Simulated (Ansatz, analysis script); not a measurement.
**Energy of spin spirals in CrB2**

Aim: the energy of CrB2 as its moments wind into spirals of wavevector q.

Program: Ansatz 0.2.0. Level of theory: PBEsol, PAW set soft_1 (files made for PBE). Results are calculated unless marked as measured.

## (1) Starting point

It takes space group P6/mmm (No. 191, hexagonal). Conventional cell: a = 2.970 Å, b = 2.970 Å, c = 3.070 Å, α = 90.00°, β = 90.00°, γ = 120.00°. Nearest to Cr lie 12 B at 2.30 Å. B has 3 B at 1.71 Å and 6 Cr at 2.30 Å nearest. Farther neighbours are not listed.

As a file:

```cif
data_structure
_symmetry_space_group_name_H-M 'P6/mmm'
_symmetry_Int_Tables_number 191
_cell_length_a 2.9700
_cell_length_b 2.9700
_cell_length_c 3.0700
_cell_angle_alpha 90.000
_cell_angle_beta 90.000
_cell_angle_gamma 120.000
_cell_volume 23.45
loop_
_atom_site_label
_atom_site_type_symbol
_atom_site_symmetry_multiplicity
_atom_site_Wyckoff_symbol
_atom_site_fract_x
_atom_site_fract_y
_atom_site_fract_z
_atom_site_occupancy
Cr1 Cr 1 a 0.00000 0.00000 0.00000 1
B1 B 2 d 0.33333 0.66667 0.50000 1
```

## (2) The collinear state

First a free collinear run, to see which state the typed moments lead to.

input.yaml

```yaml
crystal:
  lattice:
    - [2.97, 0.0, 0.0]
    - [-1.485, 2.5720954492, 0.0]
    - [0.0, 0.0, 3.07]
  atoms:
    - { symbol: Cr, position: [0.0, 0.0, 0.0], spin: 2.5 }
    - { symbol: B, position: [0.3333333333, 0.6666666667, 0.5] }
    - { symbol: B, position: [0.6666666667, 0.3333333333, 0.5] }
magnetization:
  spin_polarized: true
kpoints:
  mp_grid: { grid: [10, 10, 10] }
hamiltonian:
  xc: pbesol
  pseudopotentials: { kind: paw, azcp: { folder: soft_1 }, xc_functional: pbe }
scf:
  occupations: { method: fermi_dirac, width: 0.05 }
  max_iter: 120
  convergence: { dr2_threshold: 1.0e-08 }
  lower_state_search: "off"
output:
  write_density: true
  write_potential: true
  elf: true
  volumetric_format: npy
```

Run with:

```bash
$ ansatz run input.yaml --threads 1 --pin off --max-ram 2560MiB --backend cpu --events-out ev --progress --plain --runs-dir out
```

Numbers of over 12 decimals in the logs are rounded to 6 here.

The program printed:

```text
Engine: ansatz 0.2.0, x86_64-unknown-linux-gnu
Pseudopotentials: kind: paw
Pseudopotential: Cr, paw, valence charge 14, recommended cutoff 420 eV (normal), soft_1/Cr.paw.azcp
Pseudopotential: B, paw, valence charge 3, recommended cutoff 420 eV (normal), soft_1/B.paw.azcp
Functional definition: PBEsol
  exchange = pbesol_x
  correlation = pbesol_c
Crystal: 3 atoms, lattice volume = 23.452 Å³
Basis set: ecut = 420 eV, 443 PW (Γ)
Bands: 16, of which v1, the nominal top of the filled ones, is band 10 counted from 1 (9 counted from 0)
Symmetry: 24 space group operations
Space group: P6/mmm (ITA 191), of the structure as read, at distance tolerance 2.9e-5 Å
Magnetic group: BNS 191.233 (UNI 1463), of the structure as read, at distance tolerance 2.9e-5 Å
k-points: 84 of 1000
Non-local potential: Cr, projectors of the file, l = 0: 3, l = 1: 2, l = 2: 3, l = 3: 1
Non-local potential: B, projectors of the file, l = 0: 2, l = 1: 2, l = 2: 1
PAW form: soft (Blöchl's): semilocal exchange-correlation on the pseudo side does not see the compensation charge
PAW frozen core: Cr, regenerated for the run's functional, and the local potential with it (the file was generated under x = pbe(κ = 0.804, μ = 0.219515), c = pbe(β = 0.066725))
PAW frozen core: B, regenerated for the run's functional, and the local potential with it (the file was generated under x = pbe(κ = 0.804, μ = 0.219515), c = pbe(β = 0.066725))
PAW one-centre angular grid: Cr, 590 points (default); XC on 64 Gauss nodes
PAW one-centre angular grid: B, 110 points (default); XC on 64 Gauss nodes
Initial density: superposition of atomic densities (chi_scale 0.1, normalization cell)
Starting moments: Σ|m| = 2.5 μB on 1 of 3 sites
Initial wavefunctions: pseudopotential atomic-orbital guess
Functional: x = pbesol(κ = 0.804, μ = 0.123457), c = pbesol(β = 0.046)
SCF iter   1: F=—  HF=-3661.314589 eV  |F-HF|=—  |Δ(HF+E_count)|=         —  Δρ=2.76e-1 (↑2.76e-1 ↓8.22e-2)  dr2=3.41e1  dr2_m=2.99e0  M=0.967 μB ∫|m|=1.021 μB  β_m=0.30  ethr=3.10e-3  ⟨swp⟩=4.1  Hψ=11615  notcnv=0
preconditioner: auto → none  [metal: Δε(μ)=0.013 eV  Ē_g=11.427 eV  σ=0.050 eV  W_gap=0.06  n_scr=8 (ndim 8)  ℏωp=26.6 eV  f_vac=0.000  D(μ)=1.48/eV (n_scr^D=20)  sad-step TF]
SCF iter   2: F=—  HF=-3656.201295 eV  |F-HF|=—  |Δ(HF+E_count)|=    5.11e0  Δρ=7.19e-2 (↑7.19e-2 ↓4.22e-2)  dr2=3.08e0  dr2_m=3.19e-1  M=1.519 μB ∫|m|=1.579 μB  β_m=0.30  ethr=3.10e-3  ⟨swp⟩=3.0  Hψ=7363  notcnv=0  defer=102
SCF iter   3: F=—  HF=-3655.612519 eV  |F-HF|=—  |Δ(HF+E_count)|=   5.89e-1  Δρ=3.41e-2 (↑1.83e-2 ↓3.41e-2)  dr2=1.52e-1  dr2_m=7.99e-2  M=1.581 μB ∫|m|=1.704 μB  β_m=1.00  ethr=3.10e-3  ⟨swp⟩=2.1  Hψ=4905  notcnv=0  defer=106
SCF iter   4: F=—  HF=-3655.577625 eV  |F-HF|=—  |Δ(HF+E_count)|=   3.49e-2  Δρ=1.21e-2 (↑1.21e-2 ↓5.72e-3)  dr2=2.62e-2  dr2_m=1.28e-2  M=1.474 μB ∫|m|=1.620 μB  β_m=0.30  ethr=7.58e-4  ⟨swp⟩=2.1  Hψ=5928  notcnv=0  defer=110
SCF iter   5: F=—  HF=-3655.588030 eV  |F-HF|=—  |Δ(HF+E_count)|=   1.04e-2  Δρ=9.71e-3 (↑4.16e-3 ↓9.71e-3)  dr2=1.45e-2  dr2_m=8.21e-3  M=1.451 μB ∫|m|=1.609 μB  β_m=0.30  ethr=1.31e-4  ⟨swp⟩=2.5  Hψ=4477  notcnv=0  defer=110
Mixer restart at iter 5: flushing history
spin-set hold released at iteration 5 (site moments contracting): the magnetisation degrees of freedom join the quasi-Newton model from the next iteration; the mixer history was flushed
SCF iter   6: F=—  HF=-3655.595085 eV  |F-HF|=—  |Δ(HF+E_count)|=   7.05e-3  Δρ=1.03e-2 (↑1.03e-2 ↓5.94e-3)  dr2=7.25e-3  dr2_m=1.37e-2  M=1.413 μB ∫|m|=1.555 μB  β_m=0.47  ethr=7.27e-5  ⟨swp⟩=2.6  Hψ=4661  notcnv=0  defer=112
SCF iter   7: F=—  HF=-3655.605247 eV  |F-HF|=—  |Δ(HF+E_count)|=   1.02e-2  Δρ=1.06e-2 (↑2.61e-3 ↓1.06e-2)  dr2=2.60e-2  dr2_m=7.40e-3  M=1.384 μB ∫|m|=1.531 μB  β_m=0.15  ethr=3.63e-5  ⟨swp⟩=2.4  Hψ=5751  notcnv=0  defer=112
SCF iter   8: F=—  HF=-3655.605620 eV  |F-HF|=—  |Δ(HF+E_count)|=   3.73e-4  Δρ=6.72e-3 (↑6.72e-3 ↓6.43e-3)  dr2=1.10e-4  dr2_m=9.23e-3  M=1.347 μB ∫|m|=1.478 μB  β_m=0.24  ethr=3.63e-5  ⟨swp⟩=2.7  Hψ=4911  notcnv=0  defer=107
SCF iter   9: F=—  HF=-3655.610396 eV  |F-HF|=—  |Δ(HF+E_count)|=   4.78e-3  Δρ=4.23e-3 (↑4.23e-3 ↓4.14e-3)  dr2=7.73e-5  dr2_m=3.72e-3  M=1.293 μB ∫|m|=1.407 μB  β_m=0.56  ethr=5.52e-7  ⟨swp⟩=2.1  Hψ=4689  notcnv=0  defer=107
SCF iter  10: F=—  HF=-3655.614031 eV  |F-HF|=—  |Δ(HF+E_count)|=   3.64e-3  Δρ=8.87e-4 (↑8.87e-4 ↓6.37e-4)  dr2=7.51e-5  dr2_m=9.70e-5  M=1.186 μB ∫|m|=1.266 μB  β_m=0.78  ethr=3.86e-7  ⟨swp⟩=2.6  Hψ=5196  notcnv=0  defer=107
SCF iter  11: F=—  HF=-3655.614096 eV  |F-HF|=—  |Δ(HF+E_count)|=   6.45e-5  Δρ=3.87e-4 (↑3.87e-4 ↓1.08e-4)  dr2=2.86e-5  dr2_m=5.63e-6  M=1.168 μB ∫|m|=1.243 μB  β_m=0.77  ethr=3.75e-7  ⟨swp⟩=2.1  Hψ=4212  notcnv=0  defer=109
SCF iter  12: F=—  HF=-3655.614087 eV  |F-HF|=—  |Δ(HF+E_count)|=   8.61e-6  Δρ=1.09e-4 (↑8.61e-5 ↓1.09e-4)  dr2=2.03e-6  dr2_m=1.31e-6  M=1.167 μB ∫|m|=1.242 μB  β_m=0.75  ethr=1.43e-7  ⟨swp⟩=2.6  Hψ=4220  notcnv=0  defer=109
SCF iter  13: F=—  HF=-3655.614084 eV  |F-HF|=—  |Δ(HF+E_count)|=   3.47e-6  Δρ=2.12e-5 (↑1.80e-5 ↓2.12e-5)  dr2=9.59e-8  dr2_m=6.61e-8  M=1.166 μB ∫|m|=1.240 μB  β_m=0.88  ethr=1.01e-8  ⟨swp⟩=2.2  Hψ=3865  notcnv=0  defer=109
iter 14 met the thresholds in force, and the SCF goes on: an eigenvalue changes by 0.31 meV, over its tolerance of 0.16 meV (output.eigenvalues, Limitations)
SCF iter  14: F=-3655.614084 eV  HF=-3655.614084 eV  |F-HF|=2.98e-9  |Δ(HF+E_count)|=   5.00e-8  Δρ=5.62e-6 (↑5.62e-6 ↓1.61e-6)  dr2=4.18e-9  dr2_m=2.21e-9  M=1.165 μB ∫|m|=1.239 μB  β_m=0.83  ethr=5.00e-11  ⟨swp⟩=3.6  Hψ=9579  notcnv=0
SCF iter  15: F=-3655.614084 eV  HF=-3655.614084 eV  |F-HF|=1.00e-11  |Δ(HF+E_count)|=  3.70e-10  Δρ=1.15e-6 (↑8.23e-7 ↓1.15e-6)  dr2=6.76e-11  dr2_m=1.85e-10  M=1.165 μB ∫|m|=1.239 μB  ethr=2.09e-11  ⟨swp⟩=1.0  Hψ=7659  notcnv=0
SCF 1 converged in 15 iterations: F = -3655.614084 eV  dr2 = 6.76e-11
  greatest PAW one-centre occupation: 1.000 electrons in one spin orbital (limit 2), on the Cr atom at site 0 (counted from 0), in its partial waves of l = 0
SCF converged after 15 iterations
an eigenvalue changed by more than its tolerance at an iteration that met the thresholds in force, so the SCF went on 1 time: the last check found none over its tolerance
Magnetization: 1.1653 μB (10.5826 up, 9.4174 down)
Absolute magnetization: 1.2391 μB (∫|ρ↑−ρ↓|, with the PAW one-centre terms)
Spin contamination: 0.0140 ħ² per cell (⟨S²⟩ above its minimum at these occupations)
Per-site moments (μB) at R_I (Å): [(1.095314, 0.949335), (-0.010734, 0.707326), (-0.010734, 0.707326)]
Free energy (F): -3655.614084 eV
Harris-Foulkes:  -3655.614084 eV  (|F-HF|=1.00e-11)
Internal energy: -3655.597513 eV  (E = F + TS)
E sigma→0 (E₀):  -3655.605799 eV
Entropy (-TS):   -0.016571 eV (-5.524 meV/atom)
Fermi energy:    16.394500 eV
--- Per-component energies (eV) ---
  E_band       = -139.554312
  E_kinetic    = 405.355481
  E_local      = -1381.540708  (includes V_loc(G=0)·N_el)
  E_nonlocal   = 60.236099
  E_hartree    = 639.297616
  E_xc         = -181.962078
  E_vxc        = -226.253388  (∫ρ·V_xc dr)
  E_paw        = -1341.820572  (= ΣΔE_a)
  E_vpaw       = -275.948204  (= ΣTr[D̂ρ^β])
  E_aug_tail   = 0.000958  (compensation charges beyond the density's cutoff)
  E_ewald      = -1855.353730
  E_core_change = 0.189422  (= ΣΔE_core)
  E_smearing   = -0.016571  (= −TS)
  E_closure    = 0.000000  (closes the sum)
  Σ components = -3655.614084   (vs F -3655.614084, Δ=0.00e0)
--- Band table (eV; the first three rows and the last of 168) ---
  k-point 0 ↑: bands = [... 6 lower, 12.5397, 12.6877, 13.5855, 15.9376, 15.9376, 18.4852, 18.4852, 21.5962, ... 2 higher]
  k-point 1 ↑: bands = [... 6 lower, 12.6488, 12.6488, 14.1300, 15.7273, 15.7273, 18.2903, 18.2903, 21.9850, ... 2 higher]
  k-point 2 ↑: bands = [... 6 lower, 12.9711, 12.9711, 14.7628, 15.2610, 15.2610, 17.7479, 17.7479, 22.9607, ... 2 higher]
  k-point 83 ↓: bands = [... 6 lower, 9.7616, 11.9307, 12.3758, 17.8955, 18.6524, 19.0297, 19.2773, 19.8541, ... 2 higher]
```

Wall time 16 s (1 thread of Intel Xeon at 2.50GHz (Skylake/Cascade Lake), shared host); peak memory 0.33 GiB.

In the SCF lines HF is the Harris–Foulkes energy and dr2 the Hartree energy of the density residual, in eV; the loop may stop once dr2 is under the threshold and the program's other checks hold. Hψ counts applications of the Hamiltonian.

Spin moment in the atom's sphere by atom:

```
atom  spin moment in the atom's sphere (μB)
 Cr1                                   1.10
  B2                                  -0.01
  B3                                  -0.01
```

Tables count atoms from 1; parts of the log count from 0.

The run ends ferromagnetic, with a net moment of 1.17 μB a cell. With one Cr atom carrying the moment, parallel order of its images is forced by the cell, not found.

Spin density in the ab plane at fractional z = 0.500, with atoms of B within 0.2 Å of it.

Values in units of 1e-3 e/Å³, 15 rows by 15 columns:
```
 7.0  3.5 -0.1 -2.4 -4.0 -4.6 -5.0 -5.0 -5.0 -4.6 -4.1 -2.4 -0.1  3.4  7.0
 2.2 -0.1 -1.8 -3.9 -4.7 -5.2 -5.3 -5.2 -5.2 -4.7 -3.8 -1.9 -0.1  2.2  3.4
-0.9 -2.4 -3.9 -4.8 -5.2 -5.1 -4.6 -5.1 -5.1 -4.9 -3.9 -2.3 -1.0 -0.1 -0.1
-3.0 -4.0 -4.7 -5.2 -4.9 -3.9 -3.9 -5.0 -5.2 -4.7 -4.1 -3.0 -2.3 -1.9 -2.4
-4.3 -4.6 -5.2 -5.1 -3.9 -3.3 -3.9 -5.1 -5.2 -4.6 -4.3 -4.1 -3.9 -3.8 -4.1
-4.8 -5.0 -5.3 -4.6 -3.9 -3.9 -4.7 -5.2 -5.1 -4.7 -4.6 -4.7 -4.9 -4.7 -4.6
-4.9 -5.0 -5.2 -5.1 -5.0 -5.1 -5.2 -4.9 -4.9 -5.1 -5.2 -5.2 -5.1 -5.2 -5.0
-4.9 -5.0 -5.2 -5.1 -5.2 -5.2 -5.1 -4.9 -4.9 -5.2 -5.1 -5.0 -5.1 -5.2 -5.0
-4.8 -4.6 -4.7 -4.9 -4.7 -4.6 -4.7 -5.1 -5.2 -4.7 -3.9 -3.9 -4.6 -5.3 -5.0
-4.3 -4.1 -3.8 -3.9 -4.1 -4.3 -4.6 -5.2 -5.1 -3.9 -3.3 -3.9 -5.1 -5.2 -4.6
-3.0 -2.4 -1.9 -2.3 -3.0 -4.1 -4.7 -5.2 -5.0 -3.9 -3.9 -4.9 -5.2 -4.7 -4.0
-0.9 -0.1 -0.1 -1.0 -2.3 -3.9 -4.9 -5.1 -5.1 -4.6 -5.1 -5.2 -4.8 -3.9 -2.4
 2.2  3.4  2.2 -0.1 -1.9 -3.8 -4.7 -5.2 -5.2 -5.3 -5.2 -4.7 -3.9 -1.8 -0.1
 7.0  7.0  3.4 -0.1 -2.4 -4.1 -4.6 -5.0 -5.0 -5.0 -4.6 -4.0 -2.4 -0.1  3.5
 9.4  7.0  2.2 -0.9 -3.0 -4.3 -4.8 -4.9 -4.9 -4.8 -4.3 -3.0 -0.9  2.2  7.0
```
Columns run along a (3.0 Å), rows up along b (3.0 Å). Atoms in or near the plane, at fractional coordinates: B at (0.33, 0.67), B at (0.67, 0.33).

Valence density in the ab plane at fractional z = 0.500, with atoms of B within 0.2 Å of it. It is the smooth field of the valence electrons, not physical close to the nuclei.

Ten even steps from '0' (0.21 e/Å³) to '9' (0.85 e/Å³):
```
001247999742100
012468998642100
124688888642111
346874478643222
578841488754444
799844899776667
999878999988889
998888999987899
776667799844899
544445788414887
322234687447864
111124688888642
000124689986421
000124799974210
000135799753100
```
Columns run along a (3.0 Å), rows up along b (3.0 Å). Atoms in or near the plane, at fractional coordinates: B at (0.33, 0.67), B at (0.67, 0.33).

ELF in the ab plane at fractional z = 0.500, with atoms of B within 0.2 Å of it. It is the smooth field of the valence electrons, not physical close to the nuclei.

Ten even steps from '0' (0.01) to '9' (0.85):
```
123578999875321
235677667765322
456642124665433
677410014776555
887200027887667
996100269987678
996212699974479
997447999621269
987678996200169
876678872000278
655567741001477
433456642124665
222356776677653
112357899987532
112468999986421
```
Columns run along a (3.0 Å), rows up along b (3.0 Å). Atoms in or near the plane, at fractional coordinates: B at (0.33, 0.67), B at (0.67, 0.33).

## (3) Mesh refined

Levels at the Fermi energy are partly filled, so moments and energy differences can hang on the k-mesh, and the state is solved again on a denser one.

input.yaml, the sections that differ from step 2:

```yaml
crystal:
  lattice:
    - [2.97, 0.0, 0.0]
    - [-1.485, 2.5720954492, 0.0]
    - [0.0, 0.0, 3.07]
  atoms:
    - { symbol: Cr, position: [0.0, 0.0, 0.0], spin: 1.1 }
    - { symbol: B, position: [0.3333333333, 0.6666666667, 0.5] }
    - { symbol: B, position: [0.6666666667, 0.3333333333, 0.5] }
kpoints:
  mp_grid: { grid: [15, 15, 13] }
basis:
  ecutwfc: 420.0
checkpoint:
  read: start
  write: ck
  compress: false
  write_wavefunctions: false
  write_every: 100000
# magnetization, hamiltonian, scf: as in step 2
# output: removed
```

Run with:

```bash
$ ansatz run input.yaml --threads 2 --pin off --max-ram 5120MiB --backend cpu --events-out ev --progress --plain --runs-dir out
```

The program printed:

```text
[...]
Magnetization: 1.0727 μB (10.5363 up, 9.4637 down)
Absolute magnetization: 1.1370 μB (∫|ρ↑−ρ↓|, with the PAW one-centre terms)
[...]
Per-site moments (μB) at R_I (Å): [(1.006820, 0.949335), (-0.00924986, 0.707326), (-0.00924986, 0.707326)]
Free energy (F): -3655.613781 eV
[...]
Internal energy: -3655.596611 eV  (E = F + TS)
E sigma→0 (E₀):  -3655.605196 eV
Entropy (-TS):   -0.017170 eV (-5.723 meV/atom)
Fermi energy:    16.391666 eV
[...]
[key lines of the parts left out:]
SCF converged after 9 iterations
```

Wall time 11 s (2 threads); peak memory 0.38 GiB.

Spin moment in the atom's sphere by atom:

```
atom  spin moment in the atom's sphere (μB)
 Cr1                                   1.01
  B2                                  -0.01
  B3                                  -0.01
```

The run ends ferromagnetic, with a net moment of 1.07 μB a cell, against 1.17 μB on the first mesh.

Each spiral starts from these moments, tilted 90° from the rotation axis z (a flat spiral); sizes are free, while the program holds flat spirals in their plane. Spin–orbit coupling is switched off, so the energy does not depend on how the axis lies in the crystal. The folder named start holds the saved collinear state, from which each run begins.

The runs on spinors take the mesh 12×12×12.

## (4) q = (0, 0, 0)

The reference is the same input at q = 0, so that basis and exchange-correlation form match those at other q. Every q is chosen so that q/2 is a mesh vector: every spiral then samples the k-points of q = 0, and much mesh noise cancels.

input.yaml, the sections that differ from step 3:

```yaml
crystal:
  lattice:
    - [2.97, 0.0, 0.0]
    - [-1.485, 2.5720954492, 0.0]
    - [0.0, 0.0, 3.07]
  atoms:
    - { symbol: Cr, position: [0.0, 0.0, 0.0], spin: 1.01, spin_axis: [1.0, 0.0, 0.0] }
    - { symbol: B, position: [0.3333333333, 0.6666666667, 0.5] }
    - { symbol: B, position: [0.6666666667, 0.3333333333, 0.5] }
kpoints:
  mp_grid: { grid: [12, 12, 12] }
magnetization:
  noncollinear: true
  spin_spiral: { q: [0.0, 0.0, 0.0] }
checkpoint:
  read: start
# hamiltonian, scf, basis: as in step 3
```

Run with:

```bash
$ ansatz run input.yaml --threads 1 --pin off --max-ram 2560MiB --backend cpu --events-out ev --progress --plain --runs-dir out
```

The program printed:

```text
Warning: checkpoint.read: spin treatment differs: saved collinear, current noncollinear; the saved charge density seeds this run and the saved magnetisation is carried along the axis that this deck's starting moments share; the saved density holds an absolute magnetisation of 1.1e0 μB; saved orbitals and DFT+U occupations are not carried; the saved PAW projector densities are carried along that axis
Warning: checkpoint.read: magnetization.spin_spiral differs: saved none, current q = [0, 0, 0]; the saved state is no spin spiral's: the SCF starts from none of its orbitals and from its density, each atom's moment turned about z as a whole to its place on this deck's spiral. A spiral's own state at q: [0, 0, 0] serves better
[...]
Crystal: 3 atoms, lattice volume = 23.452 Å³
Basis set: ecut = 420 eV, 443 PW (Γ)
Bands: 28, of which v1, the nominal top of the filled ones, is band 20 counted from 1 (19 counted from 0)
Symmetry: 24 space group operations
k-points: 133 of 1728
Spin spiral: q = (0, 0, 0) of the reciprocal vectors; moments are told in the frame that turns with it, a site's in that at the site
[...]
SCF iter   8: F=-3655.613365 eV  HF=-3655.613365 eV  |F-HF|=2.00e-11  |Δ(HF+E_count)|=   2.04e-9  Δρ=1.30e-6  dr2=1.30e-10  dr2_m=9.15e-11  ethr=3.38e-11  |M|=1.08e0 ∫|m|=1.14e0 μB  |m|>n=0.0e0 m-floor=0.0e0 τ_xc=8.0e-9 mc-row=0.0e0  ⟨swp⟩=1.0  Hψ=10799  notcnv=0
SCF 1 converged in 8 iterations: F = -3655.613365 eV  dr2 = 1.30e-10
[...]
SCF converged after 8 iterations
Magnetization: |M| = 1.0760 μB,  M = (+1.0760, -0.0000, +0.0000) μB
Absolute magnetization: 1.1393 μB (∫|m|, with the PAW one-centre terms)
  site 0: m = (+1.0095, -0.0000, +0.0000) μB, |m| = 1.0095 μB  (R = 0.95 Å)
  site 1: m = (-0.0091, +0.0000, +0.0000) μB, |m| = 0.0091 μB  (R = 0.71 Å)
  site 2: m = (-0.0091, +0.0000, +0.0000) μB, |m| = 0.0091 μB  (R = 0.71 Å)
Free energy (F): -3655.613365 eV
[...]
Internal energy: -3655.595594 eV  (E = F + TS)
E sigma→0 (E₀):  -3655.604479 eV
Entropy (-TS):   -0.017771 eV (-5.924 meV/atom)
Fermi energy:    16.387635 eV
[...]
```

Wall time 48 s (1 thread); peak memory 0.44 GiB.

The largest moment is 1.01 μB, against 1.01 μB in the collinear run.

## (5) q = (0, 0, 0.333)

Only q changes. The cell stays that of the crystal, since the generalised Bloch theorem carries the rotation from cell to cell.

input.yaml, as its differences from that of step 4:

```diff
@@ -23,3 +23,3 @@
   noncollinear: true
-  spin_spiral: { q: [0.0, 0.0, 0.0] }
+  spin_spiral: { q: [0.0, 0.0, 0.33333333] }
 checkpoint:
```

The program printed:

```text
[...]
Crystal: 3 atoms, lattice volume = 23.452 Å³
Basis set: ecut = 420 eV, 443 PW (Γ)
Bands: 28, of which v1, the nominal top of the filled ones, is band 20 counted from 1 (19 counted from 0)
Symmetry: 12 space group operations
k-points: 133 of 1728
[...]
SCF iter  10: F=-3655.593218 eV  HF=-3655.593218 eV  |F-HF|=3.39e-10  |Δ(HF+E_count)|=   2.84e-8  Δρ=3.42e-6  dr2=8.78e-10  dr2_m=7.30e-10  ethr=5.00e-11  |M|=1.04e0 ∫|m|=1.24e0 μB  |m|>n=0.0e0 m-floor=0.0e0 τ_xc=2.7e-3 mc-row=0.0e0  ⟨swp⟩=1.3  Hψ=9539  notcnv=0
SCF 1 converged in 10 iterations: F = -3655.593218 eV  dr2 = 8.78e-10
[...]
SCF converged after 10 iterations
Magnetization: |M| = 1.0440 μB,  M = (+1.0440, +0.0000, +0.0000) μB
Absolute magnetization: 1.2363 μB (∫|m|, with the PAW one-centre terms)
  site 0: m = (+1.0468, +0.0000, +0.0000) μB, |m| = 1.0468 μB  (R = 0.95 Å)
  site 1: m = (-0.0112, -0.0000, +0.0000) μB, |m| = 0.0112 μB  (R = 0.71 Å)
  site 2: m = (-0.0112, -0.0000, +0.0000) μB, |m| = 0.0112 μB  (R = 0.71 Å)
Free energy (F): -3655.593218 eV
[...]
Internal energy: -3655.568855 eV  (E = F + TS)
E sigma→0 (E₀):  -3655.581036 eV
Entropy (-TS):   -0.024363 eV (-8.121 meV/atom)
Fermi energy:    16.407638 eV
[...]
```

The job ended after 58 s (1 thread; peak memory 0.45 GiB).

The energy of the cell lies 20.1 meV above that at q = 0, and the largest moment is 1.05 μB against 1.01 μB.

[end of part 1 of 2]

[Logs and program files are shortened in this print: banners, set-up blocks, solver, clock and traceback lines can be left out without a mark of their own.]

[Logs are printed without paths, hosts, clocks, repeated set-up lines and the standing remarks that a program may print on its own settings, such as how far it seeks lower states.]

[Hosts, paths, dates, database ids (printed as entryN), source tags and the programs' standing remarks are cut or masked in the printed files.]
